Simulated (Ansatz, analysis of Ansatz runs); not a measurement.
# Local vibrational mode of S on a Se site in ZnSe (PBE)

Subject: S on a Se site in ZnSe. Wanted: its local vibrational mode, in one set-up (PBE, 64-site cell, PBE lattice, 420 eV, k: the single point 1/4 1/4 1/4). The model is a cell of 64 host atoms with 1 Se taken out and 1 S put in. The frequencies come from force constants among the defect atom and its neighbours, with the masses of the isotopes named. A local or semilocal functional is the cheapest first rung.

What was measured. Threefold local mode of S: 297 cm⁻¹, by Infrared reflectivity with Kramers-Kronig analysis (ZnSe with ~1% S) (“Optical Studies of Lattice Vibration in II-VI Semiconducting Compounds”, 1968, M. Balkanski).

Method: plane-wave PAW DFT, PBE; relaxation of all atoms of a defect supercell, in Ansatz 0.2.0.

## 1. The structure

The cell holds 64 atoms: 32 Zn, 31 Se and 1 S. Its edges and angles: a = 11.464 Å, b = 11.464 Å, c = 11.464 Å, α = 90.0°, β = 90.0°, γ = 90.0°. It derives from ZnSe (space group F-43m). Nearest the centre at fractional (0.375, 0.375, 0.625): S16 at 0.00 Å, Zn27 at 2.48 Å, Zn57 at 2.48 Å, Zn12 at 2.48 Å, Zn42 at 2.48 Å, Se46 at 4.05 Å, Se31 at 4.05 Å, Se14 at 4.05 Å.

The host's primitive cell comes from a first run (plane-wave PAW DFT, PBE; relaxation of the host's cell and atoms): vectors of 4.053, 4.053 and 4.053 Å. That is 23.54 Å³ an atom, 3.4 % over the diffraction cell's volume. The supercell is built on it.

## 2. Relaxation, charge 0

Every later number rests on the structure around the defect, so the atoms are relaxed at the host's lattice first.

Input file relax/input.yaml:

```yaml
relax:
  f_tol: 0.01
  max_steps: 80
  escape_saddle: false
crystal:
  lattice:
    - [11.46365848, 0.0, 0.0]
    - [0.0, 0.0, -11.46365848]
    - [0.0, 11.46365848, 0.0]
  atoms:
    - { symbol: Zn, position: [0.0, 0.0, 0.0] }
    - { symbol: Zn, position: [0.0, 0.25, 0.25] }
    - { symbol: Zn, position: [0.25, 0.0, 0.25] }
    - { symbol: Zn, position: [0.25, 0.25, 0.0] }
    - { symbol: Se, position: [0.125, 0.125, 0.125] }
    - { symbol: Se, position: [0.125, 0.375, 0.375] }
    - { symbol: Se, position: [0.375, 0.125, 0.375] }
    - { symbol: Se, position: [0.375, 0.375, 0.125] }
    - { symbol: Zn, position: [0.0, 0.0, 0.5] }
    - { symbol: Zn, position: [0.0, 0.25, 0.75] }
    - { symbol: Zn, position: [0.25, 0.0, 0.75] }
    - { symbol: Zn, position: [0.25, 0.25, 0.5] }
    - { symbol: Se, position: [0.125, 0.125, 0.625] }
    - { symbol: Se, position: [0.125, 0.375, 0.875] }
    - { symbol: Se, position: [0.375, 0.125, 0.875] }
    - { symbol: S, position: [0.375, 0.375, 0.625] }
    - { symbol: Zn, position: [0.0, 0.5, 0.0] }
    - { symbol: Zn, position: [0.0, 0.75, 0.25] }
    - { symbol: Zn, position: [0.25, 0.5, 0.25] }
    - { symbol: Zn, position: [0.25, 0.75, 0.0] }
    - { symbol: Se, position: [0.125, 0.625, 0.125] }
    - { symbol: Se, position: [0.125, 0.875, 0.375] }
    - { symbol: Se, position: [0.375, 0.625, 0.375] }
    - { symbol: Se, position: [0.375, 0.875, 0.125] }
    - { symbol: Zn, position: [0.0, 0.5, 0.5] }
    - { symbol: Zn, position: [0.0, 0.75, 0.75] }
    - { symbol: Zn, position: [0.25, 0.5, 0.75] }
    - { symbol: Zn, position: [0.25, 0.75, 0.5] }
    - { symbol: Se, position: [0.125, 0.625, 0.625] }
    - { symbol: Se, position: [0.125, 0.875, 0.875] }
    - { symbol: Se, position: [0.375, 0.625, 0.875] }
    - { symbol: Se, position: [0.375, 0.875, 0.625] }
    - { symbol: Zn, position: [0.5, 0.0, 0.0] }
    - { symbol: Zn, position: [0.5, 0.25, 0.25] }
    - { symbol: Zn, position: [0.75, 0.0, 0.25] }
    - { symbol: Zn, position: [0.75, 0.25, 0.0] }
    - { symbol: Se, position: [0.625, 0.125, 0.125] }
    - { symbol: Se, position: [0.625, 0.375, 0.375] }
    - { symbol: Se, position: [0.875, 0.125, 0.375] }
    - { symbol: Se, position: [0.875, 0.375, 0.125] }
    - { symbol: Zn, position: [0.5, 0.0, 0.5] }
    - { symbol: Zn, position: [0.5, 0.25, 0.75] }
    - { symbol: Zn, position: [0.75, 0.0, 0.75] }
    - { symbol: Zn, position: [0.75, 0.25, 0.5] }
    - { symbol: Se, position: [0.625, 0.125, 0.625] }
    - { symbol: Se, position: [0.625, 0.375, 0.875] }
    - { symbol: Se, position: [0.875, 0.125, 0.875] }
    - { symbol: Se, position: [0.875, 0.375, 0.625] }
    - { symbol: Zn, position: [0.5, 0.5, 0.0] }
    - { symbol: Zn, position: [0.5, 0.75, 0.25] }
    - { symbol: Zn, position: [0.75, 0.5, 0.25] }
    - { symbol: Zn, position: [0.75, 0.75, 0.0] }
    - { symbol: Se, position: [0.625, 0.625, 0.125] }
    - { symbol: Se, position: [0.625, 0.875, 0.375] }
    - { symbol: Se, position: [0.875, 0.625, 0.375] }
    - { symbol: Se, position: [0.875, 0.875, 0.125] }
    - { symbol: Zn, position: [0.5, 0.5, 0.5] }
    - { symbol: Zn, position: [0.5, 0.75, 0.75] }
    - { symbol: Zn, position: [0.75, 0.5, 0.75] }
    - { symbol: Zn, position: [0.75, 0.75, 0.5] }
    - { symbol: Se, position: [0.625, 0.625, 0.625] }
    - { symbol: Se, position: [0.625, 0.875, 0.875] }
    - { symbol: Se, position: [0.875, 0.625, 0.875] }
    - { symbol: Se, position: [0.875, 0.875, 0.625] }
basis:
  ecutwfc: 420
  xc_grid: 2
hamiltonian:
  xc: pbe
kpoints:
  mp_grid: { grid: [1, 1, 1], shift: [0.25, 0.25, 0.25] }
scf:
  occupations: { method: fermi_dirac, width: 0.01 }
  max_iter: 120
output:
  forces: true
checkpoint:
  write: "../relax.run"
  compress: false
  write_wavefunctions: true
  write_every: 100000
```

On the command line:

```sh
ansatz run input.yaml --threads 4 --pin off --max-ram 7536MiB --backend cpu --events-out ev --progress --plain --runs-dir out
```

Numbers of over 12 decimals in the logs are rounded to 6 here.

The program printed:

```text
[... repeated set-up lines and file paths are left out, and long positions are rounded to six places ...]
Engine: ansatz 0.2.0, aarch64-unknown-linux-gnu
Pseudopotentials: kind: paw
Pseudopotential: Zn, paw, valence charge 12, recommended cutoff 420 eV (normal), Zn.paw.azcp
Pseudopotential: Se, paw, valence charge 16, recommended cutoff 420 eV (normal), Se.paw.azcp
Pseudopotential: S, paw, valence charge 6, recommended cutoff 420 eV (normal), S.paw.azcp
Functional definition: PBE
  parameter kappa = 0.804
  parameter beta = 0.066725
  exchange = pbe_x(kappa = kappa, mu = beta*pi^2/3)
  correlation = pbe_c(beta = beta)
Crystal: 64 atoms, lattice volume = 1506.502 Å³
Basis set: ecut = 420 eV, 29423 PW (Γ), exchange–correlation on 160×160×160 points (8 copies of the dense FFT grid, shifted against one another)
Bands: 532, of which v1, the nominal top of the filled ones, is band 443 counted from 1 (442 counted from 0)
Symmetry: 6 space group operations
k-points: 1
Non-local potential: Zn, projectors of the file, l = 0: 2, l = 1: 2, l = 2: 3, l = 3: 1
Non-local potential: Se, projectors of the file, l = 0: 2, l = 1: 2, l = 2: 3, l = 3: 1
Non-local potential: S, projectors of the file, l = 0: 2, l = 1: 2, l = 2: 2
PAW form: soft (Blöchl's): semilocal exchange-correlation on the pseudo side does not see the compensation charge
PAW one-centre angular grid: Zn, 590 points (default); XC on 64 Gauss nodes
PAW one-centre angular grid: Se, 590 points (default); XC on 64 Gauss nodes
PAW one-centre angular grid: S, 110 points (default); XC on 64 Gauss nodes
Initial density: superposition of atomic densities (neutral atoms: chi_scale 0, normalization atom), corrected by the library's trained network
Initial wavefunctions: pseudopotential atomic-orbital guess
Functional: x = pbe(κ = 0.804, μ = 0.219515), c = pbe(β = 0.066725)
SCF iter   1: F=—  HF=-276698.213309 eV  |F-HF|=—  |Δ(HF+E_count)|=         —  Δρ=1.32e-3  dr2=3.07e-2  ethr=1.77e-3  ⟨swp⟩=6.0  Hψ=2070  notcnv=0  defer=5
preconditioner: auto → Resta (q_TF=auto, 2.497 Å⁻¹)  ε∞=5.5  [insulator: Δε(μ)=2.287 eV  Ē_g=10.775 eV  σ=0.010 eV  W_gap=1.00  n_scr=388 (ndim 8)  ℏωp=23.0 eV  f_vac=0.127  D(μ)=0.00/eV (n_scr^D=0)  ε∞_Penn≈5.5]
SCF iter   2: F=—  HF=-276698.206063 eV  |F-HF|=—  |Δ(HF+E_count)|=   7.25e-3  Δρ=7.26e-4  dr2=8.55e-3  ethr=3.47e-6  ⟨swp⟩=2.0  Hψ=908  notcnv=0  defer=81
SCF iter   3: F=—  HF=-276698.206699 eV  |F-HF|=—  |Δ(HF+E_count)|=   6.36e-4  Δρ=2.90e-4  dr2=9.53e-4  ethr=9.65e-7  ⟨swp⟩=2.0  Hψ=746  notcnv=0  defer=81
SCF iter   4: F=—  HF=-276698.205842 eV  |F-HF|=—  |Δ(HF+E_count)|=   8.57e-4  Δρ=1.14e-4  dr2=2.20e-4  ethr=1.08e-7  ⟨swp⟩=2.0  Hψ=735  notcnv=0  defer=81
SCF iter   5: F=—  HF=-276698.205990 eV  |F-HF|=—  |Δ(HF+E_count)|=   1.47e-4  Δρ=4.70e-5  dr2=4.08e-5  ethr=2.48e-8  ⟨swp⟩=2.0  Hψ=739  notcnv=0  defer=81
SCF iter   6: F=—  HF=-276698.206044 eV  |F-HF|=—  |Δ(HF+E_count)|=   5.43e-5  Δρ=1.45e-5  dr2=3.62e-6  ethr=4.60e-9  ⟨swp⟩=2.0  Hψ=739  notcnv=0  defer=81
SCF iter   7: F=-276698.206050 eV  HF=-276698.206050 eV  |F-HF|=3.55e-7  |Δ(HF+E_count)|=   5.80e-6  Δρ=4.44e-6  dr2=3.22e-7  ethr=2.82e-10  ⟨swp⟩=4.0  Hψ=1423  notcnv=0
SCF 1 converged in 7 iterations: F = -276698.206050 eV  dr2 = 3.22e-7
  greatest PAW one-centre occupation: 1.000 electrons in one spin orbital (limit 2), on the Se atom at site 23 (counted from 0), in its partial waves of l = 2
relax step   1: F+E_penalty+E_count = -276698.20605010 eV  Δ(F+E_penalty+E_count) = +0.000e0 eV  max|allowed force component| = 3.059e-1 eV/Å  Δτ_max = 0.0000 Å  (7 SCF iters, dr2 threshold 2.50e-6 eV, accepted)
[... the SCF cycles and remarks between the steps are left out from here to the last step ...]
relax step   2: F+E_penalty+E_count = -276698.29670615 eV  Δ(F+E_penalty+E_count) = -9.066e-2 eV  max|allowed force component| = 1.254e-1 eV/Å  Δτ_max = 0.0633 Å  (6 SCF iters, dr2 threshold 5.85e-6 eV, accepted)
relax step   3: F+E_penalty+E_count = -276698.30940578 eV  Δ(F+E_penalty+E_count) = -1.270e-2 eV  max|allowed force component| = 8.189e-3 eV/Å  Δτ_max = 0.0326 Å  (6 SCF iters, dr2 threshold 9.83e-7 eV, accepted)
iter 1 solved again at ethr=1.02e-10 eV; its pass at ethr=3.10e-3 eV (dr2=9.06e-7 eV) is discarded
SCF iter   1: F=—  HF=-276698.309959 eV  |F-HF|=—  |Δ(HF+E_count)|=         —  Δρ=6.03e-6  dr2=9.05e-7  ethr=1.02e-10  ⟨swp⟩=1.0  Hψ=1476  notcnv=0  defer=81
SCF iter   2: F=—  HF=-276698.309406 eV  |F-HF|=—  |Δ(HF+E_count)|=   5.53e-4  Δρ=4.02e-6  dr2=4.35e-7  ethr=1.02e-10  ⟨swp⟩=2.0  Hψ=885  notcnv=0  defer=81
SCF iter   3: F=—  HF=-276698.309406 eV  |F-HF|=—  |Δ(HF+E_count)|=   3.06e-7  Δρ=2.59e-6  dr2=1.77e-7  ethr=4.91e-11  ⟨swp⟩=2.0  Hψ=728  notcnv=0  defer=81
SCF iter   4: F=-276698.309406 eV  HF=-276698.309406 eV  |F-HF|=2.44e-8  |Δ(HF+E_count)|=   1.33e-7  Δρ=1.61e-6  dr2=4.33e-8  ethr=1.13e-11  ⟨swp⟩=4.0  Hψ=1582  notcnv=0
SCF 4 converged in 4 iterations: F = -276698.309406 eV  dr2 = 4.33e-8
relax step   4: F+E_penalty+E_count = -276698.30940621 eV  Δ(F+E_penalty+E_count) = -4.323e-7 eV  max|allowed force component| = 8.199e-3 eV/Å  Δτ_max = 0.0000 Å  (4 SCF iters, accepted)
NSCF: frozen V_eff on 1 k-points
the band table was solved once a step of the walk had ended and its energy, with any forces and stress, was formed, with the checks that follow a solve (1622 applications of the Hamiltonian). They found nothing against the state; [...]
SCF converged after 4 iterations
Free energy (F): -276698.309406 eV
Harris-Foulkes:  -276698.309406 eV  (|F-HF|=2.44e-8)
Internal energy: -276698.309406 eV  (E = F + TS)
E sigma→0 (E₀):  -276698.309406 eV
Fermi energy:    7.252697 eV
--- Per-component energies (eV) ---
  E_band       = -12181.913731
  E_kinetic    = 7963.892148
  E_local      = -140360.231854  (includes V_loc(G=0)·N_el)
  E_nonlocal   = 1223.641184
  E_hartree    = 64859.077274
  E_xc         = -7704.057516
  E_vxc        = -4775.833666  (∫ρ·V_xc dr)
  E_paw        = -118363.247784  (= ΣΔE_a)
  E_vpaw       = -5951.489532  (= ΣTr[D̂ρ^β])
  E_aug_tail   = -0.029344  (compensation charges beyond the density's cutoff)
  E_ewald      = -84317.353516
  E_smearing   = -0.000000  (= −TS)
  E_closure    = 0.000000  (closes the sum)
  Σ components = -276698.309406   (vs F -276698.309406, Δ=0.00e0)
--- Forces (eV/Å), atoms counted from 1 ---
  atom   1  Zn     0.00198766     0.00182300    -0.00198766
  atom   2  Zn     0.00273520     0.00273520     0.00400767
  [... 4 atoms left out ...]
  atom   7  Se     0.00326867    -0.00257080     0.00257080
  [... 4 atoms left out ...]
  atom  12  Zn    -0.00545062    -0.00545062     0.00545062
  atom  13  Se    -0.00257080     0.00326867     0.00257080
  atom  14  Se    -0.00056214    -0.00271951     0.00799873
  [... 1 atom left out ...]
  atom  16  S     -0.00065307    -0.00065307     0.00065307
  [... 10 atoms left out ...]
  atom  27  Zn    -0.00431390     0.00812392    -0.00812392
  [... 1 atom left out ...]
  atom  29  Se    -0.00056214    -0.00799873     0.00271951
  [... 1 atom left out ...]
  atom  31  Se     0.00541422    -0.00213024     0.00213024
  [... 10 atoms left out ...]
  atom  42  Zn     0.00812392     0.00812392     0.00431390
  [... 14 atoms left out ...]
  atom  57  Zn     0.00812392    -0.00431390    -0.00812392
  [... 7 atoms left out ...]
  max |Σ_I F_I| component: 4.51e-7 eV/Å
--- Band table (eV) ---
  k-point 0: bands = ["-40.5371", "-40.5371", "-40.5371", "-40.5320", [... 524 left out ...] "13.2465", "13.2465", "13.2808", "13.4725"]
--- Relaxed structure (4 steps of the walk, 4 accepted, 0 SCFs on fresh bases) ---
  F+E_penalty+E_count = -276698.30940621 eV   max|allowed force component| = 8.199e-3 eV/Å
  atoms:
    - { symbol: Zn, position: [0.000183, 0.000183, 7.983778966829807e-5] }
    - { symbol: Zn, position: [0.000807, 0.250395, 0.250807] }
    [... 4 atoms left out ...]
    - { symbol: Se, position: [0.374624, 0.126400, 0.376400] }
    [... 4 atoms left out ...]
    - { symbol: Zn, position: [0.254826, 0.254826, 0.504826] }
    - { symbol: Se, position: [0.126400, 0.126400, 0.624624] }
    - { symbol: Se, position: [0.126398, 0.375180, 0.873365] }
    [... 1 atom left out ...]
    - { symbol: S, position: [0.374819, 0.374819, 0.624819] }
    [... 10 atoms left out ...]
    - { symbol: Zn, position: [0.254814, 0.495394, 0.745394] }
    [... 1 atom left out ...]
    - { symbol: Se, position: [0.126398, 0.623365, 0.625180] }
    [... 1 atom left out ...]
    - { symbol: Se, position: [0.374516, 0.623354, 0.873354] }
    [... 10 atoms left out ...]
    - { symbol: Zn, position: [0.495394, 0.254814, 0.745394] }
    [... 14 atoms left out ...]
    - { symbol: Zn, position: [0.495394, 0.495394, 0.504814] }
    [... 7 atoms left out ...]
```

Wall time 3 min (4 threads of Arm Neoverse V1, shared host); peak memory 4.5 GiB; 12 min of CPU time.

Step by step:

```
step  energy less that of the first step (eV)  largest force component (eV/Å)
   1                                   0.0000                          0.3059
   2                                  -0.0907                          0.1254
   3                                  -0.1034                          0.0082
   4                                  -0.1034                          0.0082
```

The run keeps the 6 symmetry operations that it works with, so distortions that break them were not tested.

The atoms that moved most (Å):

```
atom      dx      dy      dz  length
Zn12   0.055   0.055  -0.055   0.096
Zn57  -0.053   0.055   0.053   0.093
Zn27   0.055  -0.053   0.053   0.093
Zn42  -0.053  -0.053  -0.055   0.093
Se61  -0.019  -0.006   0.019   0.027
Se31  -0.006  -0.019   0.019   0.027
Se46  -0.019  -0.019   0.006   0.027
Se23   0.002   0.016   0.019   0.025
```

Neighbours of S16 at the end:

```
atom  distance (Å)
Zn12         2.383
Zn27         2.390
Zn42         2.390
Zn57         2.390
 Se6         4.027
Se13         4.027
 Se7         4.027
Se38         4.028
Se45         4.028
Se23         4.028
Se29         4.028
Se15         4.028
Se14         4.028
Se31         4.029
Se61         4.029
Se46         4.029
```

This step gave:

* free energy: -276698.3094 eV

The relaxation ends 1.6 meV an atom lower, with a largest force component of 0.0082 eV/Å.

## 3. Local vibrational modes

A local mode lives on the defect and the atoms next to it, so only the sites listed in the input are displaced, which costs far fewer SCF runs than the whole cell would.

This step: plane-wave PAW DFT, PBE; finite-displacement force constants among the atoms nearest to a defect, the others at rest.

Input file modes/input.yaml:

```yaml
crystal:
  lattice:
    - [11.46365848, 0.0, 0.0]
    - [0.0, 0.0, -11.46365848]
    - [0.0, 11.46365848, 0.0]
  atoms:
    - { symbol: Zn, position: [0.000182889, 0.000182889, 7.9838e-05] }
    - { symbol: Zn, position: [0.000806685, 0.250395165, 0.250806685] }
[... 9 atom lines left out ...]
    - { symbol: Zn, position: [0.254826209, 0.254826209, 0.504826209] }
[... 3 atom lines left out ...]
    - { symbol: S, position: [0.374818987, 0.374818987, 0.624818987] }
[... 6 atom lines left out ...]
    - { symbol: Se, position: [0.375180462, 0.623364978, 0.376398079] }
[... 3 atom lines left out ...]
    - { symbol: Zn, position: [0.254813728, 0.495393575, 0.745393575] }
[... 1 atom line left out ...]
    - { symbol: Se, position: [0.126398079, 0.623364978, 0.625180462] }
[... 1 atom line left out ...]
    - { symbol: Se, position: [0.374515678, 0.62335403, 0.87335403] }
[... 6 atom lines left out ...]
    - { symbol: Se, position: [0.623364978, 0.375180462, 0.376398079] }
[... 3 atom lines left out ...]
    - { symbol: Zn, position: [0.495393575, 0.254813728, 0.745393575] }
[... 2 atom lines left out ...]
    - { symbol: Se, position: [0.623364978, 0.126398079, 0.625180462] }
    - { symbol: Se, position: [0.62335403, 0.374515678, 0.87335403] }
[... 10 atom lines left out ...]
    - { symbol: Zn, position: [0.495393575, 0.495393575, 0.504813728] }
[... 3 atom lines left out ...]
    - { symbol: Se, position: [0.62335403, 0.62335403, 0.624515678] }
[... 2 atom lines left out ...]
    - { symbol: Se, position: [0.874874165, 0.874874165, 0.624881759] }
basis:
  ecutwfc: 420
  xc_grid: 2
hamiltonian:
  xc: pbe
kpoints:
  mp_grid: { grid: [1, 1, 1], shift: [0.25, 0.25, 0.25] }
scf:
  occupations: { method: fermi_dirac, width: 0.01 }
  max_iter: 120
output: {}
checkpoint:
  read: "../relax.run"
phonons:
  supercell: [1, 1, 1]
  displaced_sites: [11, 15, 26, 41, 56]
```

The program printed:

```text
[...]
Crystal: 64 atoms, lattice volume = 1506.502 Å³
Basis set: ecut = 420 eV, 29423 PW (Γ), exchange–correlation on 160×160×160 points (8 copies of the dense FFT grid, shifted against one another)
Bands: 532, of which v1, the nominal top of the filled ones, is band 443 counted from 1 (442 counted from 0)
[... 1 set-up line as in the run before ...]
k-points: 1
[...]
SCF iter   6: F=-276698.309406 eV  HF=-276698.309406 eV  |F-HF|=5.82e-11  |Δ(HF+E_count)|=  5.82e-11  Δρ=1.28e-8  dr2=4.85e-12  ethr=1.00e-12  ⟨swp⟩=4.0  Hψ=1492  notcnv=0
SCF 1 converged in 6 iterations: F = -276698.309406 eV  dr2 = 4.85e-12
[...]
Symmetry: 2 space group operations
[...]
SCF 2 converged in 10 iterations: F = -276698.309376 eV  dr2 = 3.13e-12
[...]
SCF 3 converged in 6 iterations: F = -276698.309403 eV  dr2 = 3.57e-12
[...]
symmetry images taken by strict's conditions (phonons.symmetry_images: auto; settled by no image being taken that strict refuses)
  force constants formed among 5 of 64 sites (Zn 11, S 15, Zn 26, Zn 41, Zn 56); the other 59 at rest. The modes move the named sites alone.
  the frequencies, the zero-point energy and the sums are of the block with the acoustic sum rule laid on its rows. Row sums over every site: 1.7e-4 eV/Å² at the most
  transpose residual: 2.8e-5 eV/Å²
  largest component of a force at the reference: 8.1e-3 eV/Å on a named site, 8.2e-3 eV/Å on a site at rest
  frequencies among the named sites at Γ of the cell (cm⁻¹): 103.86 104.43 104.43 143.20 144.08 144.08 148.89 148.89 150.57 152.33 152.33 178.85 271.34 271.34 271.71
  unstable modes among the named sites: 0
  frequencies as built, with no sum rule (cm⁻¹): 103.86 104.43 104.43 143.20 144.08 144.08 148.89 148.89 150.57 152.33 152.33 178.85 271.34 271.34 271.71
  zero-point energy: 0.154381 eV/cell   skipped modes (ω ≤ 0): 0
  not written: the harmonic force-constant file, the file of eigenvectors (these modes' are written with the force constants), the density of states and the dispersion, which are of every site
[key lines of the parts left out:]
SCF converged after 6 iterations
Free energy (F): -276698.309406 eV
Fermi energy:    7.252700 eV
```

Run time: 8.7 min. Hardware: 4 threads; peak memory 4.1 GiB.

In the SCF lines HF is the Harris–Foulkes energy and dr2 the Hartree energy of the density residual, in eV; the loop may stop once dr2 is under the threshold and the program's other checks hold. Hψ counts applications of the Hamiltonian.

This step gave:

| Quantity | Value |
| --- | --- |
| free energy | -276698.3094 eV |

The modes with the largest weight on the probed atoms (the light atom of a pair), for the masses of each isotope. Modes of the displaced atoms (local only where they lie over the host's phonons):

```
isotopes  mode (cm⁻¹)  share of the defect atoms
       n        271.7                      0.854
       n        271.3                      0.865
       n        271.3                      0.865
```

## 4. Summary of results

| Item | Value |
| --- | --- |
| distance from the defect atom to its nearest neighbour | 2.383 Å |
| threefold local mode of S | 271 cm⁻¹ |
| time of the whole chain | 12 min on 4 threads |

What this shows: Threefold local mode of S: computed 271 cm⁻¹, measured 297 cm⁻¹; 26 cm⁻¹ (9 %) below the measurement. Only the named neighbours move, so modes near the host's band are approximate.

[Logs are printed without paths, hosts, clocks, repeated set-up lines and the standing remarks that a program may print on its own settings, such as how far it seeks lower states.]

[Hosts, paths, dates, database ids (printed as entryN), source tags and the programs' standing remarks are cut or masked in the printed files.]

[For some hosts the program warned that the k-mesh of the response run may be too coarse for force constants and the static dielectric constant; such warnings are not shown here.]
